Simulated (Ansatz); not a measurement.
# CrSi2P4 monolayer in a perpendicular field

What dipole does a perpendicular field induce in the CrSi2P4 monolayer, and does the gap follow? A positive field points along +c.

Calculated with Ansatz 0.2.0; plane-wave DFT, PBE-D3(BJ), Ansatz PAW (set soft_1); PAW set soft_1.

## (1) Set-up

The cell holds 7 atoms: 4 P, 2 Si and 1 Cr. Cell: a = 3.480 Å, b = 3.480 Å, c = 46.552 Å, α = 90.0°, β = 90.0°, γ = 120.0°. Vacuum lies along c.

## (2) Relaxing the slab

The starting cell is a guess, so the in-plane lattice and the atoms are relaxed first, with the slab cut off from its images along the normal.

input.yaml reads:

```yaml
crystal:
  lattice:
    - [3.48, 0.0, 0.0]
    - [-1.74, 3.0137684052, 0.0]
    - [0.0, 0.0, 46.5519100283]
  atoms:
    - { symbol: P, position: [0.0, 0.0, 0.4167390766] }
    - { symbol: Si, position: [0.3333333333, 0.6666666667, 0.4305824987] }
    - { symbol: P, position: [0.3333333333, 0.6666666667, 0.4759082436] }
    - { symbol: Cr, position: [0.0, 0.0, 0.5], spin: 1.0 }
    - { symbol: P, position: [0.3333333333, 0.6666666667, 0.5240917564] }
    - { symbol: Si, position: [0.3333333333, 0.6666666667, 0.5694175013] }
    - { symbol: P, position: [0.0, 0.0, 0.5832609234] }
  periodic: [true, true, false]
magnetization:
  spin_polarized: true
kpoints:
  mp_grid: { grid: [12, 12, 1] }
hamiltonian:
  xc: pbe
  dispersion: d3bj
  pseudopotentials: { kind: paw, azcp: { folder: soft_1 } }
scf:
  occupations: { method: fermi_dirac, width: 0.05 }
  convergence: { dr2_threshold: 1.0e-09 }
relax:
  f_tol: 0.004
  max_steps: 90
  cell: {}
output:
  write_potential: true
  write_density: true
  volumetric_format: npy
```

Run with:

```bash
$ ansatz run input.yaml --threads 2 --pin off --max-ram 3072MiB --backend cpu --events-out ev --progress --plain --runs-dir out
```

Numbers of over 12 decimals in the logs are rounded to 6 here.

What it wrote:

```text
Warning: relax.cell: scf.convergence.dr2_threshold = 1e-9 eV is looser than the 2.22130330985e-10 eV advised for a relaxation that steers and ends on the stress (1e-10 eV for each atom of the cell: 7, times the square of relax.cell.stress_2d_tol = 0.05 N/m over 17.8 Å (the atoms' height at the walk's start and 5 Å past either face), 2.817e-2 GPa, over a crystal's default 0.05). What an SCF threshold leaves in a stress goes as its square root, and in the free energy as the threshold itself, and one threshold admits the most on a small cell: [figures from the program's tests cut] Set scf.convergence.dr2_threshold to 2.22130330985e-10 eV or tighter. [rest of the remark cut]
Engine: ansatz 0.2.0, aarch64-unknown-linux-gnu
Pseudopotentials: kind: paw
Pseudopotential: P, paw, valence charge 5, recommended cutoff 420 eV (normal), soft_1/P.paw.azcp
Pseudopotential: Si, paw, valence charge 4, recommended cutoff 420 eV (normal), soft_1/Si.paw.azcp
Pseudopotential: Cr, paw, valence charge 14, recommended cutoff 420 eV (normal), soft_1/Cr.paw.azcp
Functional definition: PBE
  parameter kappa = 0.804
  parameter beta = 0.066725
  exchange = pbe_x(kappa = kappa, mu = beta*pi^2/3)
  correlation = pbe_c(beta = beta)
Crystal: 7 atoms, lattice volume = 488.232 Å³
Basis set: ecut = 420 eV, 9533 PW (Γ), exchange–correlation on 48×48×640 points (8 copies of the dense FFT grid, shifted against one another)
Bands: 29, of which v1, the nominal top of the filled ones, is band 21 counted from 1 (20 counted from 0)
Symmetry: 12 space group operations
Space group: P-6m2 (ITA 187), of the structure as read, at distance tolerance 7.9e-5 Å
Magnetic group: BNS 187.209 (UNI 1439), of the structure as read, at distance tolerance 7.9e-5 Å
k-points: 19 of 144 (time reversal used)
Non-local potential: P, projectors of the file, l = 0: 2, l = 1: 2, l = 2: 1
Non-local potential: Si, projectors of the file, l = 0: 2, l = 1: 2, l = 2: 1
Non-local potential: Cr, projectors of the file, l = 0: 3, l = 1: 2, l = 2: 3, l = 3: 1
PAW form: soft (Blöchl's): semilocal exchange-correlation on the pseudo side does not see the compensation charge
PAW one-centre angular grid: P, 110 points (default); XC on 64 Gauss nodes
PAW one-centre angular grid: Si, 110 points (default); XC on 64 Gauss nodes
PAW one-centre angular grid: Cr, 590 points (default); XC on 64 Gauss nodes
Initial density: superposition of atomic densities (neutral atoms: chi_scale 0, normalization atom)
Starting moments: Σ|m| = 1 μB on 1 of 7 sites
Initial wavefunctions: pseudopotential atomic-orbital guess
Functional: x = pbe(κ = 0.804, μ = 0.219515), c = pbe(β = 0.066725)
SCF iter   1: F=—  HF=-7676.527339 eV  |F-HF|=—  |Δ(HF+E_count)|=         —  Δρ=2.87e-2 (↑2.87e-2 ↓2.32e-2)  dr2=1.40e1  dr2_m=8.81e-2  M=0.559 μB ∫|m|=0.801 μB  β_m=0.30  ethr=3.10e-3  ⟨swp⟩=19.2  Hψ=11468  notcnv=0
Mixer restart at iter 1: flushing history
preconditioner: auto → LDOS  [metal: Δε(μ)=0.061 eV  Ē_g=8.698 eV  σ=0.050 eV  W_gap=0.29  n_scr=26 (ndim 8)  ℏωp=9.8 eV  f_vac=0.737  D(μ)=2.02/eV (n_scr^D=12)]
spin=Collinear: LDOS preconditioning applied to the charge; magnetization (m = ρ↑ − ρ↓) channel mixes plain (no charge-response kernel on spin).
SCF iter   2: F=—  HF=-7674.168721 eV  |F-HF|=—  |Δ(HF+E_count)|=    2.36e0  Δρ=1.41e-2 (↑1.41e-2 ↓1.22e-2)  dr2=3.32e0  dr2_m=3.70e-2  M=0.585 μB ∫|m|=0.830 μB  β_m=0.44  ethr=3.10e-3  ⟨swp⟩=4.7  Hψ=3149  notcnv=0  defer=71
SCF iter   3: F=—  HF=-7673.510467 eV  |F-HF|=—  |Δ(HF+E_count)|=   6.58e-1  Δρ=4.10e-3 (↑3.71e-3 ↓4.10e-3)  dr2=1.89e-1  dr2_m=9.50e-3  M=0.597 μB ∫|m|=0.825 μB  β_m=0.57  ethr=3.10e-3  ⟨swp⟩=4.3  Hψ=2741  notcnv=0  defer=72
SCF iter   4: F=—  HF=-7673.512473 eV  |F-HF|=—  |Δ(HF+E_count)|=         —  Δρ=1.22e-3 (↑1.22e-3 ↓1.04e-3)  dr2=7.08e-3  dr2_m=3.74e-3  M=0.570 μB ∫|m|=0.761 μB  β_m=0.57  ethr=4.50e-4  ⟨swp⟩=4.6  Hψ=2609  notcnv=0  defer=61
SCF iter   5: F=—  HF=-7673.516497 eV  |F-HF|=—  |Δ(HF+E_count)|=   4.02e-3  Δρ=6.27e-4 (↑3.30e-4 ↓6.27e-4)  dr2=6.65e-4  dr2_m=7.86e-4  M=0.580 μB ∫|m|=0.760 μB  β_m=0.76  ethr=1.69e-5  ⟨swp⟩=3.4  Hψ=2680  notcnv=0  defer=61
SCF iter   6: F=—  HF=-7673.517910 eV  |F-HF|=—  |Δ(HF+E_count)|=   1.41e-3  Δρ=1.75e-4 (↑1.75e-4 ↓1.52e-4)  dr2=2.04e-4  dr2_m=1.03e-4  M=0.583 μB ∫|m|=0.752 μB  β_m=0.77  ethr=1.58e-6  ⟨swp⟩=3.0  Hψ=2276  notcnv=0  defer=61
SCF iter   7: F=—  HF=-7673.517928 eV  |F-HF|=—  |Δ(HF+E_count)|=   1.81e-5  Δρ=3.43e-5 (↑3.43e-5 ↓3.36e-5)  dr2=5.48e-6  dr2_m=4.10e-6  M=0.586 μB ∫|m|=0.751 μB  β_m=0.85  ethr=4.87e-7  ⟨swp⟩=3.0  Hψ=2215  notcnv=0  defer=61
SCF iter   8: F=—  HF=-7673.517996 eV  |F-HF|=—  |Δ(HF+E_count)|=   6.74e-5  Δρ=9.16e-6 (↑9.16e-6 ↓5.48e-6)  dr2=8.58e-7  dr2_m=1.37e-7  M=0.587 μB ∫|m|=0.751 μB  β_m=0.83  ethr=1.30e-8  ⟨swp⟩=3.4  Hψ=2622  notcnv=0  defer=61
SCF iter   9: F=—  HF=-7673.517997 eV  |F-HF|=—  |Δ(HF+E_count)|=   1.31e-6  Δρ=3.12e-6 (↑2.84e-6 ↓3.12e-6)  dr2=4.92e-7  dr2_m=8.00e-9  M=0.587 μB ∫|m|=0.751 μB  β_m=0.66  ethr=2.04e-9  ⟨swp⟩=3.5  Hψ=2593  notcnv=0  defer=61
SCF iter  10: F=—  HF=-7673.517997 eV  |F-HF|=—  |Δ(HF+E_count)|=   1.72e-7  Δρ=1.17e-6 (↑1.17e-6 ↓1.12e-6)  dr2=4.86e-9  dr2_m=3.93e-9  M=0.587 μB ∫|m|=0.751 μB  β_m=0.83  ethr=1.17e-9  ⟨swp⟩=2.6  Hψ=1783  notcnv=0  defer=61
SCF iter  11: F=—  HF=-7673.517997 eV  |F-HF|=—  |Δ(HF+E_count)|=   1.37e-7  Δρ=5.03e-7 (↑3.93e-7 ↓5.03e-7)  dr2=1.12e-9  dr2_m=7.19e-10  M=0.587 μB ∫|m|=0.751 μB  β_m=0.91  ethr=1.16e-11  ⟨swp⟩=3.9  Hψ=2986  notcnv=0  defer=61
SCF iter  12: F=-7673.517997 eV  HF=-7673.517997 eV  |F-HF|=3.38e-10  |Δ(HF+E_count)|=   2.50e-8  Δρ=1.75e-7 (↑6.56e-8 ↓1.75e-7)  dr2=2.45e-10  dr2_m=3.52e-11  M=0.587 μB ∫|m|=0.751 μB  ethr=2.38e-12  ⟨swp⟩=9.2  Hψ=9033  notcnv=0
SCF 1 converged in 12 iterations: F = -7673.517997 eV  dr2 = 2.45e-10
  greatest PAW one-centre occupation: 1.000 electrons in one spin orbital (limit 2), on the Cr atom at site 3 (counted from 0), in its partial waves of l = 0
relax step   1: F+E_penalty+E_count = -7673.51799707 eV  Δ(F+E_penalty+E_count) = +0.000e0 eV  max|allowed force component| = 3.472e0 eV/Å  Δτ_max = 0.0000 Å  P = +10.686 N/m  Ω = 488.232 Å³  fix = [c, alpha, beta]  reactions: c +0.000 N/m  (12 SCF iters, accepted)
Crystal: 7 atoms, lattice volume = 490.052 Å³
Basis set: ecut = 420 eV, 9569 PW (Γ), exchange–correlation on 48×48×640 points (8 copies of the dense FFT grid, shifted against one another)
Initial density: handed on by an earlier stage of this run
Starting moments: Σ|m| = 1 μB on 1 of 7 sites; this step starts from the density that it was given
[...]
preconditioner: auto → Resta (q_TF=auto, 1.833 Å⁻¹)  ε∞=2.7  [insulator: Δε(μ)=0.432 eV  Ē_g=7.817 eV  σ=0.050 eV  W_gap=0.97  n_scr=26 (ndim 8)  ℏωp=10.1 eV  f_vac=0.712  D(μ)=0.04/eV (n_scr^D=0)  ε∞_Penn≈2.7  vacuum switching on, ρ_ref=4.4e-3 e/Å³]
spin=Collinear: Resta preconditioning applied to the charge; magnetization (m = ρ↑ − ρ↓) channel mixes plain (no charge-response kernel on spin).
SCF iter   2: F=—  HF=-7675.948176 eV  |F-HF|=—  |Δ(HF+E_count)|=   4.50e-5  Δρ=1.08e-5 (↑1.08e-5 ↓1.08e-5)  dr2=3.52e-6  dr2_m=3.37e-14  M=-0.000 μB ∫|m|=0.000 μB  β_m=0.42  ethr=2.73e-8  ⟨swp⟩=3.3  Hψ=2246  notcnv=0
SCF iter   3: F=—  HF=-7675.948179 eV  |F-HF|=—  |Δ(HF+E_count)|=   3.27e-6  Δρ=3.20e-6 (↑3.20e-6 ↓3.20e-6)  dr2=9.80e-8  dr2_m=1.35e-14  M=-0.000 μB ∫|m|=0.000 μB  β_m=0.53  ethr=8.39e-9  ⟨swp⟩=2.4  Hψ=1848  notcnv=0
SCF iter   4: F=—  HF=-7675.948181 eV  |F-HF|=—  |Δ(HF+E_count)|=   1.85e-6  Δρ=2.36e-6 (↑2.36e-6 ↓2.36e-6)  dr2=4.86e-7  dr2_m=3.06e-15  M=0.000 μB ∫|m|=0.000 μB  β_m=0.53  ethr=2.33e-10  ⟨swp⟩=4.3  Hψ=2756  notcnv=0
SCF iter   5: F=—  HF=-7675.948182 eV  |F-HF|=—  |Δ(HF+E_count)|=   8.80e-7  Δρ=1.96e-6 (↑1.96e-6 ↓1.96e-6)  dr2=1.34e-7  dr2_m=6.23e-15  M=0.000 μB ∫|m|=0.000 μB  β_m=0.61  ethr=2.33e-10  ⟨swp⟩=3.3  Hψ=2207  notcnv=0
SCF iter   6: F=—  HF=-7675.948182 eV  |F-HF|=—  |Δ(HF+E_count)|=   8.19e-7  Δρ=6.98e-7 (↑6.96e-7 ↓6.98e-7)  dr2=3.13e-8  dr2_m=1.80e-14  M=-0.000 μB ∫|m|=0.000 μB  β_m=0.68  ethr=2.33e-10  ⟨swp⟩=3.8  Hψ=2412  notcnv=0
SCF iter   7: F=—  HF=-7675.948183 eV  |F-HF|=—  |Δ(HF+E_count)|=   9.29e-8  Δρ=2.18e-7 (↑2.16e-7 ↓2.18e-7)  dr2=1.13e-9  dr2_m=1.23e-14  M=-0.000 μB ∫|m|=0.000 μB  β_m=0.74  ethr=7.44e-11  ⟨swp⟩=4.1  Hψ=2558  notcnv=0
SCF iter   8: F=—  HF=-7675.948183 eV  |F-HF|=—  |Δ(HF+E_count)|=   1.00e-9  Δρ=8.94e-8 (↑8.94e-8 ↓8.86e-8)  dr2=2.23e-10  dr2_m=2.27e-15  M=-0.000 μB ∫|m|=0.000 μB  β_m=0.83  ethr=2.70e-12  ⟨swp⟩=3.2  Hψ=2268  notcnv=0
SCF iter   9: F=—  HF=-7675.948183 eV  |F-HF|=—  |Δ(HF+E_count)|=  8.04e-10  Δρ=1.85e-7 (↑1.85e-7 ↓1.84e-7)  dr2=1.17e-9  dr2_m=1.69e-15  M=-0.000 μB ∫|m|=0.000 μB  β_m=0.91  ethr=1.00e-12  ⟨swp⟩=2.8  Hψ=2107  notcnv=0
SCF iter  10: F=-7675.948183 eV  HF=-7675.948183 eV  |F-HF|=1.61e-10  |Δ(HF+E_count)|=  1.86e-10  Δρ=2.95e-8 (↑2.95e-8 ↓2.86e-8)  dr2=2.76e-11  dr2_m=1.17e-15  M=-0.000 μB ∫|m|=0.000 μB  ethr=1.00e-12  ⟨swp⟩=11.6  Hψ=8391  notcnv=0
the starting moments were not kept: the SCF closed with an absolute magnetisation of 5.6e-8 μB, where they sum to 1 μB in size (1 site). That is at most 0.1 of that sum. Measured as dr2_m measures the in/out step, that magnetisation stands 7.1e-16 eV from none, at or under the dr2_threshold of 1.0e-9 eV: it is no larger than a step whose dr2_m would equal this threshold.
SCF 9 converged in 10 iterations: F = -7675.948183 eV  dr2 = 2.76e-11
relax step   9: F+E_penalty+E_count = -7675.94818256 eV  Δ(F+E_penalty+E_count) = +7.279e-4 eV  max|allowed force component| = 3.815e-3 eV/Å  Δτ_max = 0.0000 Å  P = -0.013 N/m  Ω = 457.027 Å³  fix = [c, alpha, beta]  reactions: c +0.000 N/m  stress off target by 1.35e-2 N/m on what of the cell is left free  SCF on the basis re-selected at this cell (its energy is not comparable with the rows above)  (10 SCF iters)
basis re-selected at this cell: Δ(F+E_penalty+E_count) = +7.279e-4 eV, ΔP = +0.001 N/m vs the last step (what re-selecting the basis moved, of the pressure what is left beyond the Pulay correction that the steps carried, after the strain that the cell walked since its last selection, with what the two solves' SCF thresholds leave and, on support functions, any second-order correction that the steps lacked; it is no m [...]
WARN: The input density's exchange-correlation potential varies sharply where the density is thin. Do not read a vacuum level from v_tot or v_xc, or from such a field of the output density. On a cell that repeats whose density bears no net charge and no dipole along the vacuum's axis use v_es (v_loc + v_h of the components); under efield.dipole_correction with no amplitude use v_es + v_field, which holds any external [...]
SCF converged after 10 iterations
Magnetization: -0.0000 μB (21.0000 up, 21.0000 down)
Absolute magnetization: 0.0000 μB (∫|ρ↑−ρ↓|, with the PAW one-centre terms)
Spin contamination: 0.0000 ħ² per cell (⟨S²⟩ above its minimum at these occupations)
Per-site moments (μB) at R_I (Å): [(8.07120038783606e-10, 0.914907), (-1.7741282689657256e-10, 0.914907), (7.427693036749006e-9, 0.927137), (-2.2861009513940376e-8, 0.967812), (7.427693066725307e-9, 0.927137), (-1.7741283763414115e-10, 0.914907), (8.071200205139028e-10, 0.914907)]
Free energy (F): -7675.948183 eV
Harris-Foulkes:  -7675.948183 eV  (|F-HF|=1.61e-10)
Internal energy: -7675.947561 eV  (E = F + TS)
E sigma→0 (E₀):  -7675.947872 eV
Entropy (-TS):   -0.000622 eV (-0.089 meV/atom)
Fermi energy:    -5.187667 eV
--- Per-component energies (eV) ---
  E_band       = -797.877614
  E_kinetic    = 666.644611
  E_local      = -138383.601638  (includes V_loc(G=0)·N_el)
  E_nonlocal   = 217.318222
  E_hartree    = 68748.375334
  E_xc         = -523.083279
  E_vxc        = -490.595671  (∫ρ·V_xc dr)
  E_paw        = -4474.935663  (= ΣΔE_a)
  E_vpaw       = -304.393900  (= ΣTr[D̂ρ^β])
  E_aug_tail   = 0.000907  (compensation charges beyond the density's cutoff)
  E_ewald      = 66075.688677
  E_disp       = -2.354731  (pairwise vdW)
  E_smearing   = -0.000622  (= −TS)
  E_closure    = -0.000000  (closes the sum)
  Σ components = -7675.948183   (vs F -7675.948183, Δ=0.00e0)
--- Forces (eV/Å), atoms counted from 1 ---
  atom   1  P      0.00000000    -0.00000000    -0.00266446
  atom   2  Si    -0.00000000     0.00000000     0.00381503
  atom   3  P      0.00000000    -0.00000000     0.00342376
  atom   4  Cr    -0.00000000     0.00000000     0.00000000
  atom   5  P      0.00000000    -0.00000000    -0.00342376
  atom   6  Si    -0.00000000     0.00000000    -0.00381503
  atom   7  P      0.00000000    -0.00000000     0.00266446
  max |Σ_I F_I| component: 6.66e-16 eV/Å
--- 2D stress c σ (N/m, compression-positive) ---
       -0.013473      -0.000000      -0.000000
       -0.000000      -0.013473       0.000000
        0.000000       0.000000       0.000000
  P = ½ c Tr σ = -0.0135 N/m
--- Band table (eV; the first three rows and the last of 38) ---
  k-point 0 ↑: bands = [... 17 lower, -5.7991, -5.7538, -5.7538, -5.4369, -2.5475, -2.5475, -2.3762, -2.3762, ... 4 higher]
  k-point 1 ↑: bands = [... 17 lower, -6.0670, -6.0199, -5.9528, -5.4305, -2.8617, -2.7622, -2.4619, -2.4348, ... 4 higher]
  k-point 2 ↑: bands = [... 17 lower, -6.4918, -6.3514, -6.2101, -5.5539, -3.4321, -3.3377, -2.8309, -2.2484, ... 4 higher]
  k-point 18 ↓: bands = [... 17 lower, -8.0383, -6.9555, -6.3395, -5.5261, -4.9990, -4.2209, -4.1042, -3.2738, ... 4 higher]
  the weakly bound empty levels are not read free of the cell's end (no_gap_told)
--- Relaxed structure (8 steps of the walk, 8 accepted, 1 SCFs on fresh bases) ---
  F+E_penalty+E_count = -7675.94818256 eV   max|allowed force component| = 3.815e-3 eV/Å   (the final SCF, on the basis selected at the relaxed cell)
  cell:  # Å, volume = 457.0273 Å³
    - [3.366953, 0, 0.0]
    - [-1.683476, 2.915867, 0.0]
    - [0.0, 0.0, 46.5519100283]
  atoms:
    - { symbol: P, position: [1.0573552618554984e-17, -5.1357255561990634e-17, 0.400556] }
    - { symbol: Si, position: [0.333333, 0.666667, 0.423497] }
    - { symbol: P, position: [0.333333, 0.666667, 0.471779] }
    - { symbol: Cr, position: [1.0573552618554984e-17, -5.1357255561990634e-17, 0.500000] }
    - { symbol: P, position: [0.333333, 0.666667, 0.528221] }
    - { symbol: Si, position: [0.333333, 0.666667, 0.576503] }
    - { symbol: P, position: [1.0573552618554984e-17, -5.1357255561990634e-17, 0.599444] }
```

Run time: 6.1 min. Hardware: 2 threads of Arm Neoverse V1, shared host; peak memory 0.9 GiB.

Relaxation path:

| step | energy less that of the first step (eV) | largest force component (eV/Å) | volume (Å³) |
| --- | --- | --- | --- |
| 1 | 0.0000 | 3.4725 | 488.23 |
| 2 | -1.1282 | 2.3177 | 490.05 |
| 3 | -1.8118 | 0.8145 | 486.44 |
| 4 | -2.2763 | 0.5616 | 477.78 |
| 5 | -2.4225 | 0.3406 | 453.42 |
| 6 | -2.4303 | 0.0867 | 456.69 |
| 7 | -2.4308 | 0.0155 | 457.30 |
| 8 | -2.4309 | 0.0038 | 457.03 |
| 9* | -2.4302 | 0.0038 | 457.03 |

Relaxation steps marked * repeat the geometry before them on a plane-wave basis chosen anew for their cell, so energy and pressure can jump there.

Forces are held to the 12 operations that the run works with; a distortion that breaks them can't arise in this run.

| cell as run | before | after | change |
| --- | --- | --- | --- |
| a (Å) | 3.480 | 3.367 | -3.2 % |
| b (Å) | 3.480 | 3.367 | -3.2 % |

The atoms that moved most (Å, along periodic axes as changes of fractional coordinates times the final cell, across vacuum about the mean position):

| atom | dx | dy | dz | length |
| --- | --- | --- | --- | --- |
| P1 | 0.000 | 0.000 | -0.753 | 0.753 |
| P7 | 0.000 | 0.000 | 0.753 | 0.753 |
| Si2 | 0.000 | 0.000 | -0.330 | 0.330 |
| Si6 | 0.000 | 0.000 | 0.330 | 0.330 |
| P5 | 0.000 | 0.000 | 0.192 | 0.192 |
| P3 | 0.000 | 0.000 | -0.192 | 0.192 |

This step gave:

```
energy at zero smearing : -7675.9479 eV
```

The lattice constant a goes from 3.480 to 3.367 Å.

(Continued in part 2 of 2.)

[Logs are printed without paths, hosts, clocks, repeated set-up lines and the standing remarks that a program may print on its own settings, such as how far it seeks lower states.]

[Hosts, paths, dates, database ids (printed as entryN), source tags and the programs' standing remarks are cut or masked in the printed files.]

[Maps of the electrostatic potential energy from Ansatz leave out the sawtooth potential of an applied field or a dipole correction, so their vacuum need not be flat; planar profiles and work functions include it.]
